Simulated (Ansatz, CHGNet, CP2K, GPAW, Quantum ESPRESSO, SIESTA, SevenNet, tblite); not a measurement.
# CP2K on random packing of 35PbO-65B2O3 (mol %) (67 atoms): settings against a plane-wave reference

How do the settings of CP2K change the result for random packing of 35PbO-65B2O3 (mol %) (67 atoms)? A plane-wave run serves as the yardstick.

Method: the method is named at each step, in CP2K 2026.2.

### Step 1. The starting structure

The cell holds 67 atoms: 6 Pb, 39 O and 22 B. Its edges and angles: a = 9.376 Å, b = 9.376 Å, c = 9.376 Å, α = 90.0°, β = 90.0°, γ = 90.0°. 67 atoms (6 Pb, 39 O, 22 B) packed at random in a cube at 4.24 g/cm³ and pushed apart as soft spheres, cations and anions kept from their own kind; a start for melting by ab initio MD, not an equilibrated structure. Then every atom was moved at random, 0.02 Å r.m.s. a Cartesian component.

The yardstick, on the same geometry:

| Property | Result |
| --- | --- |
| method | Kohn-Sham DFT, PBE, PAW, plane waves (Ansatz 0.2.0); cutoff 420 eV, Γ point, fermi-dirac smearing of 0.05 eV; PAW set soft_2 |
| r.m.s. force component | 2.566 eV/Å |
| longest force | 7.496 eV/Å |
| pressure | -15.32 GPa |
| SCF cycles | 15 |
| time | 4.6 s on 8 threads of Arm Neoverse V2, shared host |
| CPU time | 30 s |

### Step 2. PBE, DZVP-MOLOPT-SR, 600/50 Ry, diagonalisation

Method: Kohn-Sham DFT, PBE, GTH-PBE pseudopotentials, Gaussian and plane waves, DZVP-MOLOPT-SR-GTH, diagonalisation.

The input, input.inp:

```
&GLOBAL
  PROJECT cell
  RUN_TYPE ENERGY_FORCE
  PRINT_LEVEL LOW
&END GLOBAL
&FORCE_EVAL
  METHOD QS
  STRESS_TENSOR ANALYTICAL
  &DFT
    BASIS_SET_FILE_NAME BASIS_MOLOPT
    POTENTIAL_FILE_NAME GTH_POTENTIALS
    &MGRID
      CUTOFF 600
      REL_CUTOFF 50
      NGRIDS 5
    &END MGRID
    &QS
      EPS_DEFAULT 1.0E-12
    &END QS
    &SCF
      SCF_GUESS ATOMIC
      EPS_SCF 1.0E-06
      MAX_SCF 200
      ADDED_MOS 14
      &DIAGONALIZATION
        ALGORITHM STANDARD
      &END DIAGONALIZATION
      &SMEAR ON
        METHOD FERMI_DIRAC
        ELECTRONIC_TEMPERATURE [K] 580
      &END SMEAR
      &MIXING
        METHOD BROYDEN_MIXING
        ALPHA 0.3
        NBROYDEN 8
      &END MIXING
      &PRINT
        &RESTART OFF
        &END RESTART
      &END PRINT
    &END SCF
    &XC
      &XC_FUNCTIONAL PBE
      &END XC_FUNCTIONAL
    &END XC
    &PRINT
      &MULLIKEN ON
      &END MULLIKEN
      &LOWDIN ON
      &END LOWDIN
      &HIRSHFELD ON
      &END HIRSHFELD
      &MO ON
        EIGENVALUES T
        OCCUPATION_NUMBERS T
        MO_INDEX_RANGE 151 174
        &EACH
          QS_SCF 0
        &END EACH
        ADD_LAST NUMERIC
      &END MO
    &END PRINT
  &END DFT
  &SUBSYS
    &CELL
      A 9.37580 0.00000 0.00000
      B 0.00000 9.37580 0.00000
      C 0.00000 0.00000 9.37580
    &END CELL
    &COORD
      Pb 6.45552 8.70993 6.94025
      Pb 3.95715 5.19710 5.48822
      Pb 8.30096 9.30051 1.71146
      Pb 5.11422 5.30117 7.95340
      Pb 0.70825 3.07667 6.58003
      Pb 4.02081 8.73834 9.01989
      O 4.12920 3.35504 3.50824
      O 5.70864 7.54321 0.52739
      O 0.57277 4.14617 4.49363
      O 0.37325 0.38225 3.74066
      O 2.56344 4.05972 6.50052
      O 1.26836 1.81544 2.26454
      O 4.13013 7.28509 5.78234
      O 2.06596 6.71054 5.09106
      O 8.70890 4.84588 6.28563
      O 1.45287 0.82226 6.10815
      O 8.03994 9.27332 8.21020
      O 5.74933 2.85221 7.21627
      O 8.63839 2.12831 5.40318
      O 8.13257 2.07383 7.89817
      O 1.42250 4.16436 0.39275
      O 1.77081 6.49734 7.73916
      O 7.13864 1.35668 2.78105
      O 1.46103 5.30070 2.81330
      O 7.87595 7.72257 4.00365
      O 4.25943 6.35735 3.42292
      O 8.57464 4.17195 1.06359
      O 2.92956 0.73094 3.76682
      O 3.02491 1.88566 8.26739
      O 7.34097 4.26693 3.79907
      O 4.66352 9.26085 1.72937
      O 9.26704 7.80704 7.05838
      O 3.28612 6.06211 0.57980
      O 5.33399 2.48159 1.37665
      O 2.85868 0.93477 0.94639
      O 3.68141 3.94646 9.00921
      O 3.76767 0.35384 6.24325
      O 6.77289 1.12397 6.00933
      O 6.55125 5.82031 5.31730
      O 8.35074 7.49895 0.71322
      O 0.96805 9.08140 9.33202
      O 2.25554 7.88580 1.48644
      O 6.74936 5.35780 0.51389
      O 7.49023 6.67004 8.15432
      O 6.61153 0.41825 0.60502
      B 0.25849 6.86327 4.85807
      B 8.81616 6.35510 2.82990
      B 5.16250 5.22138 1.32255
      B 4.35590 1.91594 9.28917
      B 0.93683 6.77664 0.30153
      B 8.90457 0.15920 6.63882
      B 0.52561 5.36333 7.68862
      B 5.70330 9.34739 4.18808
      B 5.98167 8.32224 2.12831
      B 4.66005 2.02170 4.63155
      B 7.20755 4.32346 5.69449
[... 7 atom lines left out ...]
      B 6.45374 2.16225 0.49354
      B 1.30924 9.31148 2.70679
      B 8.14457 0.54192 4.25971
      B 6.99707 6.74917 0.88526
    &END COORD
    &KIND Pb
      BASIS_SET DZVP-MOLOPT-SR-GTH-q4
      POTENTIAL GTH-PBE-q4
    &END KIND
    &KIND O
      BASIS_SET DZVP-MOLOPT-SR-GTH-q6
      POTENTIAL GTH-PBE-q6
    &END KIND
    &KIND B
      BASIS_SET DZVP-MOLOPT-SR-GTH-q3
      POTENTIAL GTH-PBE-q3
    &END KIND
  &END SUBSYS
  &PRINT
    &FORCES ON
    &END FORCES
    &STRESS_TENSOR ON
    &END STRESS_TENSOR
  &END PRINT
&END FORCE_EVAL
```

Run with:

```
> OMP_NUM_THREADS=1 mpirun -np 4 cp2k.psmp -i input.inp > output.txt
```

Numbers of over 12 decimals in the logs are rounded to 6 here.

The log of the run:

```text
CP2K| version string:                                       CP2K version 2026.2
 CP2K| Input file name                                                 input.inp
 GLOBAL| Basis set file name                                        BASIS_MOLOPT
 GLOBAL| Potential file name                                      GTH_POTENTIALS
 GLOBAL| Run type                                                   ENERGY_FORCE
 GLOBAL| Total number of message passing processes                             4
 GLOBAL| Number of threads for this process                                    1
 TOTAL NUMBERS AND MAXIMUM NUMBERS
  Total number of            - Atomic kinds:                                   3
                             - Atoms:                                         67
                             - Shell sets:                                    67
                             - Shells:                                       335
                             - Primitive Cartesian functions:                313
                             - Cartesian basis functions:                    938
                             - Spherical basis functions:                    871
  Maximum angular momentum of- Orbital basis functions:                        2
                             - Local part of the GTH pseudopotential:          2
                             - Non-local part of the GTH pseudopotential:      4
 SCF PARAMETERS         Density guess:                                    ATOMIC
                        max_scf:                                             200
                        eps_scf:                                        1.00E-06
                        added MOs                                        14    0
                        Mixing method:                            BROYDEN_MIXING
                                                charge density mixing in g-space
                        Smear method:                                FERMI_DIRAC
                        Electronic temperature [K]:                        580.0
                        Electronic temperature [a.u.]:                  1.84E-03
                        Accuracy threshold:                             1.00E-10
 Extrapolation method: initial_guess
 Number of electrons:                                                        324
 Number of occupied orbitals:                                                162
 Number of molecular orbitals:                                               176
 Number of orbital functions:                                                871
 Number of independent orbital functions:                                    871
 SCF WAVEFUNCTION OPTIMIZATION
  Step     Update method      Time    Convergence         Total energy    Change
     1 NoMix/Diag. 0.30E+00    1.8     1.55825407      -704.7232935105 -7.05E+02
 *** the last MO => Add more MOs for proper smearing.                   ***
     2 Broy./Diag. 0.30E+00    2.4     1.55745601      -656.4446818080  4.83E+01
 *** the last MO => Add more MOs for proper smearing.                   ***
     3 Broy./Diag. 0.30E+00    2.4     1.53007402      -731.8488723183 -7.54E+01
 *** the last MO => Add more MOs for proper smearing.                   ***
     4 Broy./Diag. 0.30E+00    2.4     1.05298164      -708.7776937561  2.31E+01
[...]
*** the last MO => Add more MOs for proper smearing.                   ***
    59 Broy./Diag. 0.30E+00    2.4     0.00000118      -704.4452984096  2.06E-08
 *** the last MO => Add more MOs for proper smearing.                   ***
    60 Broy./Diag. 0.30E+00    2.4     0.00000073      -704.4452971664  1.24E-06
  *** SCF run converged in    60 steps ***
  Electronic density on regular grids:       -324.0000000000        0.0000000000
  Core density on regular grids:              323.9999999997       -0.0000000003
  Total charge density on r-space grids:       -0.0000000003
  Total charge density g-space grids:          -0.0000000003
  Overlap energy of the core charge distribution:               9.03228e-07
  Self energy of the core charge distribution:              -1796.685766
  Core Hamiltonian energy:                                    496.861506
  Hartree energy:                                             755.343224
  Exchange-correlation energy:                               -159.949931
  Electronic entropic energy:                                  -0.014331
  Fermi energy:                                                 0.100241
  Total energy:                                              -704.445297
  Total energy (extrapolated to T->0):                       -704.438132
 MO| EIGENVALUES AND OCCUPATION NUMBERS
 MO|
 MO|  Index      Eigenvalue [a.u.]        Eigenvalue [eV]             Occupation
 MO|    151               0.078450               2.134732               1.999986
 MO|    152               0.080564               2.192256               1.999955
 MO|    153               0.081278               2.211697               1.999934
[...]
MO|    173               0.122084               3.322065               0.000014
 MO|    174               0.124336               3.383351               0.000004
 MO| Sum:                                                             324.000000
 MO| E(Fermi):            0.100241 a.u.          2.727693 eV
 !-----------------------------------------------------------------------------!
                     Mulliken Population Analysis
 #  Atom  Element  Kind  Atomic population                           Net charge
       1     Pb       1          2.945644                              1.054356
       2     Pb       1          2.954432                              1.045568
       3     Pb       1          2.868653                              1.131347
[...]
# Total charge                            324.000000                 -0.000000
 !-----------------------------------------------------------------------------!
 !-----------------------------------------------------------------------------!
                           Hirshfeld Charges
  #Atom  Element  Kind  Ref Charge     Population                    Net charge
      1       Pb     1       4.000          4.015                        -0.015
      2       Pb     1       4.000          3.860                         0.140
      3       Pb     1       4.000          4.316                        -0.316
[...]
66       B      3       3.000          2.307                         0.693
     67       B      3       3.000          2.299                         0.701
  Total Charge                                                           -0.000
 !-----------------------------------------------------------------------------!
 LOWDIN POPULATION ANALYSIS
 #  Atom  Element  Kind  Atomic population                           Net charge
[...]
66     B        3          2.593800                              0.406200
      67     B        3          3.017103                             -0.017103
 # Total charge                            324.000000                 -0.000000
 ENERGY| Total FORCE_EVAL ( QS ) energy [hartree]           -704.445300
 FORCES| Atomic forces [hartree/bohr]
 FORCES|   Atom     x               y               z               |f|
 FORCES|      1 -6.72142815E-02 -4.34698251E-02  2.26354670E-03   8.00781430E-02
 FORCES|      2 -1.20902869E-02  7.93834597E-03 -9.52004749E-02   9.62929011E-02
 FORCES|      3  5.23862107E-02  1.72142997E-02 -2.51958173E-02   6.06257074E-02
[...]
FORCES|     66  2.65789187E-02  3.78210007E-02  1.42521664E-02   4.83734562E-02
 FORCES|     67 -3.90092311E-03  2.24912363E-02 -7.24574465E-02   7.59681148E-02
 FORCES| Sum     6.61678662E-03 -5.49291380E-04  9.91139868E-04
 FORCES| Total atomic force                                       6.71311734E-03
 STRESS| Analytical stress tensor [bar]
 STRESS|                        x                   y                   z
 STRESS|      x       -1.47302792129E+05  -1.37267939174E+03   9.91147762069E+03
 STRESS|      y       -1.37267939174E+03  -1.51145770485E+05   1.74825338564E+03
 STRESS|      z        9.91147762069E+03   1.74825338564E+03  -1.33456471785E+05
 STRESS| 1/3 Trace                                            -1.43968344800E+05
```

The job ended after 2.5 min (4 MPI ranks of Arm Neoverse V2, shared host; peak memory 3.1 GiB).

Banners, paths, timers and routine set-up lines are dropped from the logs unmarked, and long logs keep their key lines alone; longer cuts are marked.

Numbers from this run, and their distance from the reference:

* r.m.s. force component: 2.556 eV/Å
* r.m.s. difference of force components: 85.62 meV/Å
* longest difference of force vectors: 336.7 meV/Å
* force difference over r.m.s. force: 3.337 %
* slope of forces against the reference's: 0.9954
* correlation of force components: 0.9994
* pressure: -14.4 GPa
* pressure difference: 0.9247 GPa

Length of the force difference by element (eV/Å):

```
element  atoms  mean  most
      B     22  0.10  0.27
      O     39  0.13  0.29
     Pb      6  0.24  0.34
```

A closer look about Pb2, one of the 6 Pb atoms: 12 atoms, nearest first, numbered in the order of the input, with positions taken from that point.

```
atom      x      y      z  distance (Å)  Mulliken charge (e)     Fx     Fy  Fz (eV/Å)
 Pb2   0.00   0.00   0.00          0.00                 1.05  -0.62   0.41      -4.90
 O11  -1.39  -1.14   1.01          2.06                -0.60   0.81  -0.07       0.16
 O13   0.17   2.09   0.29          2.12                -0.39   0.80   1.06       0.61
 O26   0.30   1.16  -2.07          2.39                -0.30   0.81  -1.06      -0.66
 O14  -1.89   1.51  -0.40          2.45                -0.28  -5.94   2.79      -0.92
 O39   2.59   0.62  -0.17          2.67                -0.35   2.74  -3.92       4.70
  O7   0.17  -1.84  -1.98          2.71                -0.38  -0.63  -3.35       3.84
 Pb4   1.16   0.10   2.47          2.73                 0.87   0.89  -0.20       0.89
 B55   0.70  -3.18  -0.86          3.36                 0.33  -1.57   0.42      -3.34
 B56   3.25  -0.87   0.21          3.37                 0.35  -0.42   4.10      -3.45
 O22  -2.19   1.30   2.25          3.40                -0.25  -4.99  -3.29       2.22
 O18   1.79  -2.34   1.73          3.42                -0.36   0.34   1.86      -0.62
```

Forces lie 3.3 % from the reference's, at 20 times its CPU time (on 4 against 8 cores).

### Step 3. PBE, SZV-MOLOPT-SR, 600/50 Ry, diagonalisation

Method: Kohn-Sham DFT, PBE, GTH-PBE pseudopotentials, Gaussian and plane waves, SZV-MOLOPT-SR-GTH, diagonalisation.

Edit input.inp of step 2 so:

```diff
@@ -50,4 +50,2 @@
       &END LOWDIN
-      &HIRSHFELD ON
-      &END HIRSHFELD
       &MO ON
@@ -73,3 +71,3 @@
     &KIND Pb
-      BASIS_SET DZVP-MOLOPT-SR-GTH-q4
+      BASIS_SET SZV-MOLOPT-SR-GTH-q4
       POTENTIAL GTH-PBE-q4
@@ -77,3 +75,3 @@
     &KIND O
-      BASIS_SET DZVP-MOLOPT-SR-GTH-q6
+      BASIS_SET SZV-MOLOPT-SR-GTH-q6
       POTENTIAL GTH-PBE-q6
@@ -81,3 +79,3 @@
     &KIND B
-      BASIS_SET DZVP-MOLOPT-SR-GTH-q3
+      BASIS_SET SZV-MOLOPT-SR-GTH-q3
       POTENTIAL GTH-PBE-q3
```

Run with:

```
> OMP_NUM_THREADS=2 cp2k.psmp -i input.inp > output.txt
```

The log of the run:

```text
CP2K| version string:                                       CP2K version 2026.2
 CP2K| Input file name                                                 input.inp
 GLOBAL| Basis set file name                                        BASIS_MOLOPT
 GLOBAL| Potential file name                                      GTH_POTENTIALS
[... lines left out ...]
 Number of electrons:                                                        324
[... lines left out ...]
  Step     Update method      Time    Convergence         Total energy    Change
[... lines left out ...]
  *** SCF run converged in    65 steps ***
[... lines left out ...]
  Fermi energy:                                                 0.130214
  Total energy:                                              -702.956445
  Total energy (extrapolated to T->0):                       -702.949171
[... lines left out ...]
 MO| E(Fermi):            0.130214 a.u.          3.543303 eV
[... lines left out ...]
 ENERGY| Total FORCE_EVAL ( QS ) energy [hartree]           -702.956446
[... lines left out ...]
 FORCES|      1 -8.76701288E-02 -6.35493997E-02  6.31755280E-03   1.08464230E-01
 FORCES|      2 -1.04507692E-02 -6.63098289E-03 -1.02127195E-01   1.02874450E-01
 FORCES|      3  5.98375163E-02  1.78304766E-02 -3.06142000E-02   6.95390789E-02
[...]
FORCES|     66  2.46545632E-02  3.97651793E-02  2.14857360E-02   5.14854719E-02
 FORCES|     67  1.05771596E-02  4.15877657E-02 -5.30753099E-02   6.82525244E-02
 FORCES| Sum     5.79005974E-03  2.17505600E-04  1.56563000E-03
 FORCES| Total atomic force                                       6.00194117E-03
 STRESS| Analytical stress tensor [bar]
 STRESS|                        x                   y                   z
 STRESS|      x       -5.71440884159E+04  -6.44731878292E+03   1.05119236236E+04
 STRESS|      y       -6.44731878292E+03  -5.70312461451E+04   1.54627483191E+04
 STRESS|      z        1.05119236236E+04   1.54627483191E+04  -3.05669489327E+04
 STRESS| 1/3 Trace                                            -4.82474278313E+04
```

It took 3.3 min on 2 threads; peak memory 2.1 GiB; 5.9 min of CPU time.

Numbers from this run, and their distance from the reference:

```
r.m.s. force component                  : 2.286 eV/Å
r.m.s. difference of force components   : 890.4 meV/Å
longest difference of force vectors     : 3755 meV/Å
force difference over r.m.s. force      : 34.7 %
slope of forces against the reference's : 0.8365
correlation of force components         : 0.9391
pressure                                : -4.825 GPa
pressure difference                     : 10.5 GPa
```

This is a coarse setting, run to see what it loses.

Against the first run (3.3 %), the force difference from the reference is 35 %, at 0.58 times the CPU time (on 2 against 4 cores), with 268 basis functions against 871: the smaller basis costs accuracy.

(Part 1 of 2 ends here.)

[Also dropped from logs without a mark: logging warnings of Python, and SIESTA's first energy breakdown and zero terms.]

[Logs are printed without paths, hosts, clocks, repeated set-up lines and the standing remarks that a program may print on its own settings, such as how far it seeks lower states.]

[Hosts, paths, dates, database ids (printed as entryN), source tags and the programs' standing remarks are cut or masked in the printed files.]
